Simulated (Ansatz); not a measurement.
# F-GaN-H chair monolayer in a perpendicular field

What dipole does a perpendicular field induce in the F-GaN-H chair monolayer, and does the gap follow? A positive field points along +c.

Calculated with Ansatz 0.2.0; plane-wave DFT, PBE-D3(BJ), Ansatz PAW (set soft_1); PAW set soft_1.

**1. Set-up**

The cell holds 4 atoms: 1 H, 1 N, 1 Ga and 1 F. Cell: a = 3.184 Å, b = 3.184 Å, c = 37.953 Å, α = 90.0°, β = 90.0°, γ = 120.0°. Vacuum lies along c.

Structure file:

```
H N Ga F
1.0
     3.18450    0.00000    0.00000
    -1.59225    2.75786    0.00000
     0.00000    0.00000   37.95333
H N Ga F
1 1 1 1
Direct
  0.66667 0.33333 0.45451
  0.66667 0.33333 0.48138
  0.33333 0.66667 0.49833
  0.33333 0.66667 0.54549
```

**2. Relaxation**

The starting cell is a guess, so the in-plane lattice and the atoms are relaxed first, with the slab cut off from its images along the normal.

Contents of input.yaml:

```yaml
crystal:
  lattice:
    - [3.1845, 0.0, 0.0]
    - [-1.59225, 2.7578578984, 0.0]
    - [0.0, 0.0, 37.9533333354]
  atoms:
    - { symbol: H, position: [0.6666666667, 0.3333333333, 0.4545055331] }
    - { symbol: "N", position: [0.6666666667, 0.3333333333, 0.4813806429] }
    - { symbol: Ga, position: [0.3333333333, 0.6666666667, 0.498331284] }
    - { symbol: F, position: [0.3333333333, 0.6666666667, 0.5454944669] }
  periodic: [true, true, false]
kpoints:
  mp_grid: { grid: [12, 12, 1] }
hamiltonian:
  xc: pbe
  dispersion: d3bj
  pseudopotentials: { kind: paw, azcp: { folder: soft_1 } }
scf:
  occupations: { method: fermi_dirac, width: 0.05 }
  convergence: { dr2_threshold: 1.0e-09 }
relax:
  f_tol: 0.004
  max_steps: 90
  cell: {}
output:
  write_potential: true
  write_density: true
  volumetric_format: npy
```

Started as:

```bash
> ansatz run input.yaml --threads 2 --pin off --max-ram 3072MiB --backend cpu --events-out ev --progress --plain --runs-dir out
```

Numbers of over 12 decimals in the logs are rounded to 6 here.

The log of the run:

```text
Warning: relax.cell: scf.convergence.dr2_threshold = 1e-9 eV is looser than the 2.21004026171e-10 eV advised for a relaxation that steers and ends on the stress (1e-10 eV for each atom of the cell: 4, times the square of relax.cell.stress_2d_tol = 0.05 N/m over 13.5 Å (the atoms' height at the walk's start and 5 Å past either face), 3.717e-2 GPa, over a crystal's default 0.05). What an SCF threshold leaves in a stress goes as its square root, and in the free energy as the threshold itself, and one threshold admits the most on a small cell: [figures from the program's tests cut] Set scf.convergence.dr2_threshold to 2.21004026171e-10 eV or tighter. [rest of the remark cut]
Engine: ansatz 0.2.0, aarch64-unknown-linux-gnu
Pseudopotentials: kind: paw
Pseudopotential: H, paw, valence charge 1, recommended cutoff 420 eV (normal), soft_1/H.paw.azcp
Pseudopotential: N, paw, valence charge 5, recommended cutoff 420 eV (normal), soft_1/N.paw.azcp
Pseudopotential: Ga, paw, valence charge 13, recommended cutoff 420 eV (normal), soft_1/Ga.paw.azcp
Pseudopotential: F, paw, valence charge 7, recommended cutoff 420 eV (normal), soft_1/F.paw.azcp
Functional definition: PBE
  parameter kappa = 0.804
  parameter beta = 0.066725
  exchange = pbe_x(kappa = kappa, mu = beta*pi^2/3)
  correlation = pbe_c(beta = beta)
Crystal: 4 atoms, lattice volume = 333.321 Å³
Basis set: ecut = 420 eV, 6547 PW (Γ), exchange–correlation on 48×48×512 points (8 copies of the dense FFT grid, shifted against one another)
Bands: 17, of which v1, the nominal top of the filled ones, is band 13 counted from 1 (12 counted from 0)
Symmetry: 6 space group operations
Space group: P3m1 (ITA 156), of the structure as read, at distance tolerance 6.9e-5 Å
k-points: 19 of 144 (time reversal used)
Non-local potential: H, projectors of the file, l = 0: 2, l = 1: 1
Non-local potential: N, projectors of the file, l = 0: 2, l = 1: 2, l = 2: 1
Non-local potential: Ga, projectors of the file, l = 0: 2, l = 1: 2, l = 2: 3, l = 3: 1
Non-local potential: F, projectors of the file, l = 0: 2, l = 1: 2, l = 2: 1
PAW form: soft (Blöchl's): semilocal exchange-correlation on the pseudo side does not see the compensation charge
PAW one-centre angular grid: H, 110 points (default); XC on 64 Gauss nodes
PAW one-centre angular grid: N, 110 points (default); XC on 64 Gauss nodes
PAW one-centre angular grid: Ga, 590 points (default); XC on 64 Gauss nodes
PAW one-centre angular grid: F, 110 points (default); XC on 64 Gauss nodes
Initial density: superposition of atomic densities (neutral atoms: chi_scale 0, normalization atom)
Initial wavefunctions: pseudopotential atomic-orbital guess
Functional: x = pbe(κ = 0.804, μ = 0.219515), c = pbe(β = 0.066725)
SCF iter   1: F=—  HF=-4996.112440 eV  |F-HF|=—  |Δ(HF+E_count)|=         —  Δρ=5.37e-2  dr2=1.15e1  ethr=3.10e-3  ⟨swp⟩=10.3  Hψ=2351  notcnv=0
preconditioner: auto → Resta (q_TF=auto, 1.783 Å⁻¹)  ε∞=1.4  [insulator: Δε(μ)=5.352 eV  Ē_g=17.170 eV  σ=0.050 eV  W_gap=1.00  n_scr=20 (ndim 8)  ℏωp=10.4 eV  f_vac=0.830  D(μ)=0.00/eV (n_scr^D=0)  ε∞_Penn≈1.4  vacuum switching on, ρ_ref=2.1e-2 e/Å³]
SCF iter   2: F=—  HF=-4993.194046 eV  |F-HF|=—  |Δ(HF+E_count)|=    2.92e0  Δρ=3.47e-2  dr2=2.36e0  ethr=3.10e-3  ⟨swp⟩=5.9  Hψ=1141  notcnv=0  defer=1
SCF iter   3: F=—  HF=-4992.731338 eV  |F-HF|=—  |Δ(HF+E_count)|=   4.63e-1  Δρ=1.14e-2  dr2=4.25e-1  ethr=3.10e-3  ⟨swp⟩=4.1  Hψ=985  notcnv=0
SCF iter   4: F=—  HF=-4992.670067 eV  |F-HF|=—  |Δ(HF+E_count)|=   6.13e-2  Δρ=7.46e-3  dr2=1.41e-1  ethr=1.64e-3  ⟨swp⟩=4.8  Hψ=790  notcnv=0
SCF iter   5: F=—  HF=-4992.645401 eV  |F-HF|=—  |Δ(HF+E_count)|=   2.47e-2  Δρ=1.41e-3  dr2=1.25e-2  ethr=5.43e-4  ⟨swp⟩=4.6  Hψ=768  notcnv=0  defer=4
SCF iter   6: F=—  HF=-4992.643068 eV  |F-HF|=—  |Δ(HF+E_count)|=   2.33e-3  Δρ=4.15e-4  dr2=4.25e-4  ethr=4.79e-5  ⟨swp⟩=4.4  Hψ=728  notcnv=0  defer=1
SCF iter   7: F=—  HF=-4992.643072 eV  |F-HF|=—  |Δ(HF+E_count)|=   4.06e-6  Δρ=1.36e-4  dr2=3.72e-5  ethr=1.64e-6  ⟨swp⟩=2.8  Hψ=665  notcnv=0  defer=1
SCF iter   8: F=—  HF=-4992.643057 eV  |F-HF|=—  |Δ(HF+E_count)|=   1.45e-5  Δρ=5.16e-5  dr2=1.91e-5  ethr=1.43e-7  ⟨swp⟩=2.9  Hψ=663  notcnv=0  defer=1
SCF iter   9: F=—  HF=-4992.643054 eV  |F-HF|=—  |Δ(HF+E_count)|=   3.08e-6  Δρ=1.36e-5  dr2=8.72e-7  ethr=7.34e-8  ⟨swp⟩=2.6  Hψ=528  notcnv=0
SCF iter  10: F=—  HF=-4992.643058 eV  |F-HF|=—  |Δ(HF+E_count)|=   3.85e-6  Δρ=3.58e-6  dr2=5.11e-8  ethr=3.35e-9  ⟨swp⟩=2.6  Hψ=602  notcnv=0
SCF iter  11: F=—  HF=-4992.643058 eV  |F-HF|=—  |Δ(HF+E_count)|=   4.21e-9  Δρ=2.09e-6  dr2=1.19e-8  ethr=1.96e-10  ⟨swp⟩=3.1  Hψ=700  notcnv=0
SCF iter  12: F=—  HF=-4992.643058 eV  |F-HF|=—  |Δ(HF+E_count)|=   3.17e-9  Δρ=7.58e-7  dr2=1.79e-9  ethr=4.58e-11  ⟨swp⟩=2.7  Hψ=643  notcnv=0
SCF iter  13: F=-4992.643058 eV  HF=-4992.643058 eV  |F-HF|=9.00e-11  |Δ(HF+E_count)|=  4.73e-10  Δρ=1.27e-7  dr2=4.26e-11  ethr=3.85e-12  ⟨swp⟩=9.8  Hψ=2226  notcnv=0
SCF 1 converged in 13 iterations: F = -4992.643058 eV  dr2 = 4.26e-11
  greatest PAW one-centre occupation: 0.996 electrons in one spin orbital (limit 2), on the Ga atom at site 2 (counted from 0), in its partial waves of l = 2
relax step   1: F+E_penalty+E_count = -4992.64305786 eV  Δ(F+E_penalty+E_count) = +0.000e0 eV  max|allowed force component| = 2.142e0 eV/Å  Δτ_max = 0.0000 Å  P = +3.093 N/m  Ω = 333.321 Å³  fix = [c, alpha, beta]  reactions: c +0.000 N/m  (13 SCF iters, accepted)
Crystal: 4 atoms, lattice volume = 338.562 Å³
Basis set: ecut = 420 eV, 6715 PW (Γ), exchange–correlation on 48×48×512 points (8 copies of the dense FFT grid, shifted against one another)
Initial density: handed on by an earlier stage of this run
Initial wavefunctions: those handed on with the density
iter 1 solved again at ethr=6.26e-5 eV; its pass at ethr=3.10e-3 eV (dr2=1.63e-2 eV) is discarded
SCF iter   1: F=—  HF=-4992.712568 eV  |F-HF|=—  |Δ(HF+E_count)|=         —  Δρ=2.00e-3  dr2=1.64e-2  ethr=6.26e-5  ⟨swp⟩=1.9  Hψ=2252  notcnv=0
preconditioner: auto → Resta (q_TF=auto, 1.779 Å⁻¹)  ε∞=1.5  [insulator: Δε(μ)=1.850 eV  Ē_g=14.450 eV  σ=0.050 eV  W_gap=1.00  n_scr=20 (ndim 8)  ℏωp=10.3 eV  f_vac=0.845  D(μ)=0.00/eV (n_scr^D=0)  ε∞_Penn≈1.5  vacuum switching on, ρ_ref=1.5e-2 e/Å³]
SCF iter   2: F=—  HF=-4992.708502 eV  |F-HF|=—  |Δ(HF+E_count)|=   4.07e-3  Δρ=1.25e-3  dr2=2.73e-3  ethr=6.26e-5  ⟨swp⟩=3.5  Hψ=729  notcnv=0
SCF iter   3: F=—  HF=-4992.708039 eV  |F-HF|=—  |Δ(HF+E_count)|=   4.62e-4  Δρ=4.98e-4  dr2=6.39e-4  ethr=1.05e-5  ⟨swp⟩=2.7  Hψ=665  notcnv=0
[...]
SCF 3 converged in 9 iterations: F = -4992.724939 eV  dr2 = 1.51e-10
relax step   3: F+E_penalty+E_count = -4992.72493890 eV  Δ(F+E_penalty+E_count) = -1.702e-2 eV  max|allowed force component| = 1.522e-1 eV/Å  Δτ_max = 0.0197 Å  P = +0.198 N/m  Ω = 345.037 Å³  energy of the carried Pulay correction = -3.754e-3 eV  fix = [c, alpha, beta]  reactions: c +0.000 N/m  (9 SCF iters, accepted)
[...]
relax step   4: F+E_penalty+E_count = -4992.72523639 eV  Δ(F+E_penalty+E_count) = -2.975e-4 eV  max|allowed force component| = 1.085e-2 eV/Å  Δτ_max = 0.0047 Å  P = +0.030 N/m  Ω = 345.821 Å³  energy of the carried Pulay correction = -4.001e-3 eV  fix = [c, alpha, beta]  reactions: c +0.000 N/m  (8 SCF iters, accepted)
[...]
relax step   5: F+E_penalty+E_count = -4992.72518055 eV  Δ(F+E_penalty+E_count) = +5.584e-5 eV  max|allowed force component| = 2.593e-3 eV/Å  Δτ_max = 0.0007 Å  P = +0.004 N/m  Ω = 346.046 Å³  energy of the carried Pulay correction = -4.072e-3 eV  fix = [c, alpha, beta]  reactions: c +0.000 N/m  (6 SCF iters, accepted)
[...]
relax step   6: F+E_penalty+E_count = -4992.73035068 eV  Δ(F+E_penalty+E_count) = -5.170e-3 eV  max|allowed force component| = 1.484e-3 eV/Å  Δτ_max = 0.0000 Å  P = +0.117 N/m  Ω = 346.046 Å³  fix = [c, alpha, beta]  reactions: c +0.000 N/m  stress off target by 1.17e-1 N/m on what of the cell is left free  SCF on the basis re-selected at this cell (its energy is not comparable with the rows above)  (8 SCF iters)
[...]
relax step   7: F+E_penalty+E_count = -4992.73019935 eV  Δ(F+E_penalty+E_count) = +1.513e-4 eV  max|allowed force component| = 1.372e-3 eV/Å  Δτ_max = 0.0006 Å  P = +0.005 N/m  Ω = 346.766 Å³  energy of the carried Pulay correction = -2.240e-4 eV  fix = [c, alpha, beta]  reactions: c +0.000 N/m  (7 SCF iters, accepted)
iter 1 solved again at ethr=7.95e-7 eV; its pass at ethr=3.10e-3 eV (dr2=2.07e-4 eV) is discarded
SCF iter   1: F=—  HF=-4992.730002 eV  |F-HF|=—  |Δ(HF+E_count)|=         —  Δρ=2.42e-5  dr2=6.59e-8  ethr=7.95e-7  ⟨swp⟩=4.9  Hψ=3412  notcnv=0
eigensolver tolerance schedule: the retry pair's looser diagonalisation over-reported the residual by 3133.98 of it (diagonalisation noise at 4.10 of the residual, at the tolerance the schedule requests for it); recorded, not acted on — ethr = c·dr2/N_el stays at c = 1.0e-1
preconditioner: auto → Resta (q_TF=auto, 1.772 Å⁻¹)  ε∞=1.5  [insulator: Δε(μ)=2.349 eV  Ē_g=14.615 eV  σ=0.050 eV  W_gap=1.00  n_scr=20 (ndim 8)  ℏωp=10.2 eV  f_vac=0.846  D(μ)=0.00/eV (n_scr^D=0)  ε∞_Penn≈1.5  vacuum switching on, ρ_ref=1.5e-2 e/Å³]
SCF iter   2: F=—  HF=-4992.730229 eV  |F-HF|=—  |Δ(HF+E_count)|=   2.27e-4  Δρ=1.20e-5  dr2=2.54e-8  ethr=2.54e-10  ⟨swp⟩=4.2  Hψ=970  notcnv=0
SCF iter   3: F=—  HF=-4992.730368 eV  |F-HF|=—  |Δ(HF+E_count)|=   1.39e-4  Δρ=5.20e-6  dr2=1.05e-8  ethr=9.78e-11  ⟨swp⟩=3.4  Hψ=652  notcnv=0
SCF iter   4: F=—  HF=-4992.730422 eV  |F-HF|=—  |Δ(HF+E_count)|=   5.44e-5  Δρ=1.04e-6  dr2=1.35e-9  ethr=4.04e-11  ⟨swp⟩=3.1  Hψ=670  notcnv=0
iter 5 met the thresholds in force, and the SCF goes on: an eigenvalue changes by 13.64 meV, over its tolerance of 1.04 meV (output.eigenvalues, Limitations)
SCF iter   5: F=-4992.730427 eV  HF=-4992.730426 eV  |F-HF|=8.23e-7  |Δ(HF+E_count)|=   3.71e-6  Δρ=2.44e-7  dr2=3.50e-11  ethr=3.85e-12  ⟨swp⟩=16.6  Hψ=2946  notcnv=0
iter 6 met the thresholds in force, and the SCF goes on: an eigenvalue changes by 3.56 meV, over its tolerance of 1.01 meV (output.eigenvalues, Limitations)
SCF iter   6: F=-4992.730427 eV  HF=-4992.730427 eV  |F-HF|=1.01e-7  |Δ(HF+E_count)|=   7.22e-7  Δρ=7.24e-8  dr2=6.83e-12  ethr=1.00e-12  ⟨swp⟩=9.5  Hψ=2236  notcnv=0
Mixer restart at iter 6: flushing history
SCF iter   7: F=-4992.730427 eV  HF=-4992.730427 eV  |F-HF|=1.46e-11  |Δ(HF+E_count)|=   1.01e-7  Δρ=2.84e-8  dr2=6.46e-12  ethr=1.00e-12  ⟨swp⟩=8.3  Hψ=2083  notcnv=0
SCF 8 converged in 7 iterations: F = -4992.730427 eV  dr2 = 6.46e-12
relax step   8: F+E_penalty+E_count = -4992.73042686 eV  Δ(F+E_penalty+E_count) = -2.275e-4 eV  max|allowed force component| = 1.314e-3 eV/Å  Δτ_max = 0.0000 Å  P = +0.007 N/m  Ω = 346.766 Å³  fix = [c, alpha, beta]  reactions: c +0.000 N/m  stress off target by 7.39e-3 N/m on what of the cell is left free  SCF on the basis re-selected at this cell (its energy is not comparable with the rows above)  (7 SCF iters)
basis re-selected at this cell: Δ(F+E_penalty+E_count) = -2.275e-4 eV, ΔP = +0.002 N/m vs the last step (what re-selecting the basis moved, of the pressure what is left beyond the Pulay correction that the steps carried, after the strain that the cell walked since its last selection, with what the two solves' SCF thresholds leave and, on support functions, any second-order correction that the steps lacked; it is no m [...]
SCF converged after 7 iterations
an eigenvalue changed by more than its tolerance at an iteration that met the thresholds in force, so the SCF went on 2 times, its first undamped step at iteration 6: the last check found none over its tolerance
Free energy (F): -4992.730427 eV
Harris-Foulkes:  -4992.730427 eV  (|F-HF|=1.46e-11)
Internal energy: -4992.730427 eV  (E = F + TS)
E sigma→0 (E₀):  -4992.730427 eV
Fermi energy:    -6.126378 eV
--- Per-component energies (eV) ---
  E_band       = -415.422850
  E_kinetic    = 450.037326
  E_local      = -57857.550637  (includes V_loc(G=0)·N_el)
  E_nonlocal   = 33.618949
  E_hartree    = 28854.660072
  E_xc         = -206.588310
  E_vxc        = -238.929018  (∫ρ·V_xc dr)
  E_paw        = -2331.405364  (= ΣΔE_a)
  E_vpaw       = -511.920115  (= ΣTr[D̂ρ^β])
  E_aug_tail   = 0.000397  (compensation charges beyond the density's cutoff)
  E_ewald      = 26064.797831
  E_disp       = -0.300692  (pairwise vdW)
  E_smearing   = -0.000000  (= −TS)
  E_closure    = 0.000000  (closes the sum)
  Σ components = -4992.730427   (vs F -4992.730427, Δ=0.00e0)
--- Forces (eV/Å), atoms counted from 1 ---
  atom   1  H     -0.00000000     0.00000000    -0.00103870
  atom   2  N      0.00000000    -0.00000000     0.00131160
  atom   3  Ga     0.00000000    -0.00000000    -0.00093077
  atom   4  F     -0.00000000     0.00000000     0.00064668
  max |Σ_I F_I| component: 1.12e-5 eV/Å
--- 2D stress c σ (N/m, compression-positive) ---
        0.007387       0.000000       0.000000
        0.000000       0.007387       0.000000
        0.000000       0.000000       0.000000
  P = ½ c Tr σ = 0.0074 N/m
--- Band table (eV; the first three rows and the last of 19) ---
  k-point 0: bands = [... 9 lower, -8.0211, -8.0211, -7.3644, -7.3644, -5.0154 (-5.0154°), -3.5959 (-3.6391°?), -3.2632, -2.6553]
  k-point 1: bands = [... 9 lower, -8.3467, -8.1069, -7.5276, -7.3800, -4.7431 (-4.7431°), -3.4257, -3.0798, -2.4972]
  k-point 2: bands = [... 9 lower, -8.8939, -8.3347, -7.7690, -7.4194, -4.2119 (-4.2119°), -2.9865, -2.5800, -2.0393]
  k-point 18: bands = [... 9 lower, -11.0363, -9.0938, -8.1107, -8.0496, 0.2917, 0.5701, 0.5809, 0.7002]
  ° read free of the cell's end (the report's vacuum.weakly_bound_levels)
  °? not known for the slab's own: over its row's bound_up_to_ev there, or no deeper under its free states than its continued_xc_part_ev in size
--- Relaxed structure (6 steps of the walk, 6 accepted, 2 SCFs on fresh bases) ---
  F+E_penalty+E_count = -4992.73042686 eV   max|allowed force component| = 1.314e-3 eV/Å   (the final SCF, on the basis selected at the relaxed cell)
  cell:  # Å, volume = 346.7655 Å³
    - [3.248087, 4.706404797427427e-18, 0]
    - [-1.624044, 2.812926, 0]
    - [0, 0, 37.9533333354]
  atoms:
    - { symbol: H, position: [0.666667, 0.333333, 0.454422] }
    - { symbol: N, position: [0.666667, 0.333333, 0.481451] }
    - { symbol: Ga, position: [0.333333, 0.666667, 0.499106] }
    - { symbol: F, position: [0.333333, 0.666667, 0.544733] }
```

It took 55 s on 2 threads of Arm Neoverse V1, shared host; peak memory 0.55 GiB; 1.8 min of CPU time.

Step by step:

| step | energy less that of the first step (eV) | largest force component (eV/Å) | volume (Å³) |
| --- | --- | --- | --- |
| 1 | 0.0000 | 2.1424 | 333.32 |
| 2 | -0.0649 | 0.9548 | 338.56 |
| 3 | -0.0819 | 0.1522 | 345.04 |
| 4 | -0.0822 | 0.0108 | 345.82 |
| 5 | -0.0821 | 0.0026 | 346.05 |
| 6* | -0.0873 | 0.0015 | 346.05 |
| 7 | -0.0871 | 0.0014 | 346.77 |
| 8* | -0.0874 | 0.0013 | 346.77 |

Relaxation steps marked * repeat the geometry before them on a plane-wave basis chosen anew for their cell, so energy and pressure can jump there.

Forces are held to the 6 operations that the run works with; a distortion that breaks them can't arise in this run.

| cell as run | before | after | change |
| --- | --- | --- | --- |
| a (Å) | 3.184 | 3.248 | +2.0 % |
| b (Å) | 3.184 | 3.248 | +2.0 % |

The atoms that moved most (Å, along periodic axes as changes of fractional coordinates times the final cell, across vacuum about the mean position):

| atom | dx | dy | dz | length |
| --- | --- | --- | --- | --- |
| Ga3 | 0.000 | 0.000 | 0.029 | 0.029 |
| F4 | 0.000 | 0.000 | -0.029 | 0.029 |

Final coordinates:

```cif
data_structure
_symmetry_space_group_name_H-M 'P 1'
_symmetry_Int_Tables_number 1
_cell_length_a 3.2481
_cell_length_b 3.2481
_cell_length_c 37.9533
_cell_angle_alpha 90.000
_cell_angle_beta 90.000
_cell_angle_gamma 120.000
_cell_volume 346.77
loop_
_atom_site_label
_atom_site_type_symbol
_atom_site_fract_x
_atom_site_fract_y
_atom_site_fract_z
_atom_site_occupancy
H1 H 0.66667 0.33333 0.45442 1
N2 N 0.66667 0.33333 0.48145 1
Ga3 Ga 0.33333 0.66667 0.49911 1
F4 F 0.33333 0.66667 0.54473 1
```

Numbers from this step:

```
gap on the k-mesh : 2.349 eV
```

The lattice constant a goes from 3.184 to 3.248 Å.

(Continued in part 2 of 2.)

[Logs are printed without paths, hosts, clocks, repeated set-up lines and the standing remarks that a program may print on its own settings, such as how far it seeks lower states.]

[Hosts, paths, dates, database ids (printed as entryN), source tags and the programs' standing remarks are cut or masked in the printed files.]

[Maps of the electrostatic potential energy from Ansatz leave out the sawtooth potential of an applied field or a dipole correction, so their vacuum need not be flat; planar profiles and work functions include it.]
